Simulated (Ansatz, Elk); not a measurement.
## Bonding as seen by X-rays: TlHS

Structure refinements treat a crystal as free atoms side by side. For a made-up structure of TlHS (cell and positions from a PBEsol relaxation) the runs below show what the calculated density changes in F(hkl).

Method: DFT, PBE, all-electron APW+lo, Dirac cores, scalar-relativistic bands, static density, no spin, in Elk 11.2.3 (patched build).

This account leaves out most program logs.

The structure was built from a prototype and need not be the compound's stable phase.

### 1. The structure

Symmetry: Cmcm, No. 63, orthorhombic system. Conventional cell: a = 4.602 Å, b = 6.330 Å, c = 8.530 Å, α = 90.00°, β = 90.00°, γ = 90.00°. Nearest to Tl lie 4 H at 3.20 Å and 6 S at 3.22 to 3.23 Å. Nearest to S lie 3 H at 1.37 to 2.92 Å and 6 Tl at 3.22 to 3.23 Å. Nearest to H lie 1 S at 1.37 Å. Farther neighbours and most contacts between anions are not listed.

### 2. Ground state and structure factors

An all-electron density is needed, since X-rays see the cores too. Task 0 finds the density and task 195 Fourier-transforms it; tshift is off so that phases refer to the origin typed.

File elk.in:

```
tasks
  0
  195

xctype
  20

spinpol
  .false.

rgkmax
  7.0

gmaxvr
  14.0

lmaxo
  7

lmaxapw
  8

swidth
  0.002

tshift
  .false.

ramdisk
  .false.

hmaxvr
  5.5

maxscl
  120

epspot
  1e-06

sppath
  './'

avec
  16.11846065403 0.00000000000 0.00000000000
  0.00000000000 5.98140372716 4.34797964061
  -0.00000000000 -5.98140372716 4.34797964061

atoms
  3
  'Tl.in'
  2
  -0.0000000000 0.5937158244 0.5937158244   0.000000 0.000000 0.000000
  0.5000000000 0.5937158244 0.5937158244   0.000000 0.000000 0.000000
  'S.in'
  2
  0.2500000000 0.2128748270 0.9744722258   0.000000 0.000000 0.000000
  0.7500000000 0.9744722258 0.2128748270   0.000000 0.000000 0.000000
  'H.in'
  2
  0.7500000000 1.1903893167 -0.0029680183   0.000000 0.000000 0.000000
  0.2500000000 -0.0029680183 1.1903893167   0.000000 0.000000 0.000000

ngridk
  3 6 6
```

Command:

```bash
$ OMP_NUM_THREADS=4 elk
```

It took 2.4 min on 4 threads of AMD EPYC 7B13 (Zen 3), shared host; peak memory 0.29 GiB.

SFACRHO.OUT:

```text

h k l indices transformed by vhmat matrix:
   1.000000000       0.000000000       0.000000000    
   0.000000000       1.000000000       0.000000000    
   0.000000000       0.000000000       1.000000000    

      h      k      l  multipl.   |H|            Re(F)            Im(F)           |F|

      0      0      0      1   0.0000000       196.00000     -0.10354899E-15   196.00000    
      1      0      0      2  0.38981299     -0.15164045E-14  0.10180579E-13  0.10292894E-13
      2      0      0      2  0.77962598       121.74184     -0.12909267E-13   121.74184    
      0     -1      0      2  0.89326829      -106.10963       70.873550       127.60217    
      0      1      0      2  0.89326829      -106.10963      -70.873550       127.60217    
     -1      1      0      2  0.97461910       13.974448       9.3275592       16.801445    
      1      0     -1      2  0.97461910      -13.974448       9.3275592       16.801445    
      1     -1      0      2  0.97461910       13.974448      -9.3275592       16.801445    
     -1      0      1      2  0.97461910      -13.974448      -9.3275592       16.801445    
      0     -1      1      2   1.0504533       146.87254      0.43858297E-14   146.87254    
      1      1     -1      2   1.1204492      -23.431313      0.95471333E-14   23.431313    
      1     -1      1      2   1.1204492       23.431313      0.53715052E-14   23.431313    
     -3      0      0      2   1.1694390      0.20792430E-13 -0.29087368E-13  0.35754722E-13
     -2      0      1      2   1.1856411      -132.61584      -88.564139       159.46965    
      2      0     -1      2   1.1856411      -132.61584       88.564139       159.46965    
     -2      0     -1      2   1.1856411      -132.61584       88.564139       159.46965    
      2      0      1      2   1.1856411      -132.61584      -88.564139       159.46965    
      2     -1      1      2   1.3081547       136.06404     -0.13043867E-13   136.06404
```

Elk indexes on the primitive cell of elk.in and gives |H| = 4π sin θ/λ in inverse bohr. Below, one row stands for each form hkl of the conventional cell (m members, Friedel mates merged), F is for one primitive cell and the density is static (no thermal factor). Free-atom factors are Waasmaier and Kirfel's, and R is Σm||F|−|F'||/Σm|F|. Elk warned that it couldn't find a linearisation energy, which lowers the accuracy of some states in this run and its variants.

| hkl | m | sin θ/λ (Å⁻¹) | abs F, DFT | neutral atoms | diff. | abs of complex diff. |
| --- | --- | --- | --- | --- | --- | --- |
| 001 | 2 | 0.059 | 0.000 | 0.000 | +0.000 | 0.000 |
| 002 | 2 | 0.117 | 121.742 | 122.209 | -0.467 | 0.467 |
| 110 | 4 | 0.134 | 127.602 | 128.020 | -0.417 | 0.417 |
| 111 | 8 | 0.147 | 16.801 | 16.537 | +0.264 | 0.264 |
| 020 | 2 | 0.158 | 146.873 | 146.755 | +0.118 | 0.118 |
| 021 | 4 | 0.169 | 23.431 | 22.868 | +0.563 | 0.563 |
| 003 | 2 | 0.176 | 0.000 | 0.000 | +0.000 | 0.000 |
| 112 | 8 | 0.178 | 159.470 | 159.279 | +0.191 | 0.191 |
| 022 | 4 | 0.197 | 136.064 | 136.231 | -0.167 | 0.167 |
| 200 | 2 | 0.217 | 156.943 | 157.043 | -0.101 | 0.101 |
| 113 | 8 | 0.221 | 13.811 | 13.910 | -0.099 | 0.099 |
| 201 | 4 | 0.225 | 0.000 | 0.000 | +0.000 | 0.000 |
| 004 | 2 | 0.234 | 153.258 | 153.380 | -0.122 | 0.122 |
| 023 | 4 | 0.236 | 19.633 | 19.666 | -0.034 | 0.034 |

### 3. The highest occupied states alone

An energy window below the Fermi level keeps the highest occupied states, to see at which angles they scatter; shallow core shells can lie inside it and anion s states outside. No new self-consistency is needed.

elk.in, as its differences from that of step 2:

```diff
@@ -1,3 +1,2 @@
 tasks
-  0
   195
@@ -40,2 +39,5 @@
 
+wsfac
+  -0.201610 0.465880
+
 sppath
```

Command:

```bash
$ OMP_NUM_THREADS=4 elk
```

Wall time 11 s (4 threads); peak memory 0.18 GiB.

States within 10 eV below the Fermi level hold 16.00 electrons; any levels below the window count with the cores. Their amplitudes can exceed the total, where window and core parts have opposite phase:

| hkl | sin θ/λ (Å⁻¹) | abs F, window | abs F, all |
| --- | --- | --- | --- |
| 001 | 0.059 | 0.000 | 0.000 |
| 002 | 0.117 | 4.349 | 121.742 |
| 110 | 0.134 | 2.430 | 127.602 |
| 111 | 0.147 | 2.666 | 16.801 |
| 020 | 0.158 | 1.176 | 146.873 |
| 021 | 0.169 | 3.123 | 23.431 |
| 003 | 0.176 | 0.000 | 0.000 |
| 112 | 0.178 | 3.431 | 159.470 |
| 022 | 0.197 | 0.494 | 136.064 |
| 200 | 0.217 | 2.316 | 156.943 |

### 4. Another functional

The difference from free atoms is small, so it is set against the change that LDA (Perdew-Wang) makes.

elk.in, as its differences from that of step 3:

```diff
@@ -1,2 +1,3 @@
 tasks
+  0
   195
@@ -4,3 +5,3 @@
 xctype
-  20
+  3
 
@@ -39,5 +40,2 @@
 
-wsfac
-  -0.201610 0.465880
-
 sppath
```

Command:

```bash
$ OMP_NUM_THREADS=4 elk
```

Wall time 1.8 min (4 threads); peak memory 0.27 GiB.

Against the first run R = 0.03 %; the largest change is -0.074 at 112.

### 5. Basis size

A smaller basis shows how fast F responds to it; the change is likely larger than the basis error of the first run, but doesn't show convergence.

elk.in, as its differences from that of step 4:

```diff
@@ -5,3 +5,3 @@
 xctype
-  3
+  20
 
@@ -11,3 +11,3 @@
 rgkmax
-  7.0
+  5.5
```

Command:

```bash
$ OMP_NUM_THREADS=4 elk
```

Wall time 58 s (4 threads); peak memory 0.25 GiB; 3 min of CPU time.

Against the first run R = 0.02 %; the largest change is +0.037 at 006.

### 6. Settings against the effect

| run | R against the first run (%) | R against neutral atoms, low angle (%) | wall time |
| --- | --- | --- | --- |
| PBE, rgkmax 7 | 0.00 | 0.20 | 2.4 min |
| LDA (Perdew-Wang) | 0.03 | 0.18 | 1.8 min |
| rgkmax 5.5 | 0.02 | 0.19 | 58 s |

### 7. Outcome

| Quantity | Value |
| --- | --- |
| R against neutral atoms, sin θ/λ < 0.3 Å⁻¹ | 0.20 % |
| R against neutral atoms, 0.3 to 0.60 Å⁻¹ | 0.14 % |

In words: Independent neutral atoms miss the calculated amplitudes by R = 0.20 % below 0.3 Å⁻¹ and 0.14 % from there to 0.60 Å⁻¹; by shells, 0.53 % below 0.15 Å⁻¹ (3 forms), 0.16 % 0.15 to 0.3 (17 forms), 0.21 % 0.3 to 0.45 (43 forms), 0.10 % above 0.45 (73 forms). Bonding, aspherical density and the tables' own atoms all enter these figures, and the runs don't part them. The largest change of an amplitude is +0.56 electrons, at 021. Weak lines can change much in proportion: 041 goes from 2.25 to 1.84. The window's part falls from 16.0 electrons at the origin to at most 0.35 between 0.45 and 0.60 Å⁻¹. Below 0.3 Å⁻¹ the changes that finished (LDA (Perdew-Wang) and rgkmax 5.5) move F by R = 0.04 % at most, against the 0.20 % that separates it from free atoms. The k-mesh has no finished test. Spin-orbit coupling is left out, which can matter for elements this heavy. Part of the difference isn't bonding: the tables are fits to free atoms and ions calculated by other methods than this functional. Thermal motion, anomalous dispersion and extinction are left out.

[Logs are printed without paths, hosts, clocks, repeated set-up lines and the standing remarks that a program may print on its own settings, such as how far it seeks lower states.]

[Hosts, paths, dates, database ids (printed as entryN), source tags and the programs' standing remarks are cut or masked in the printed files.]
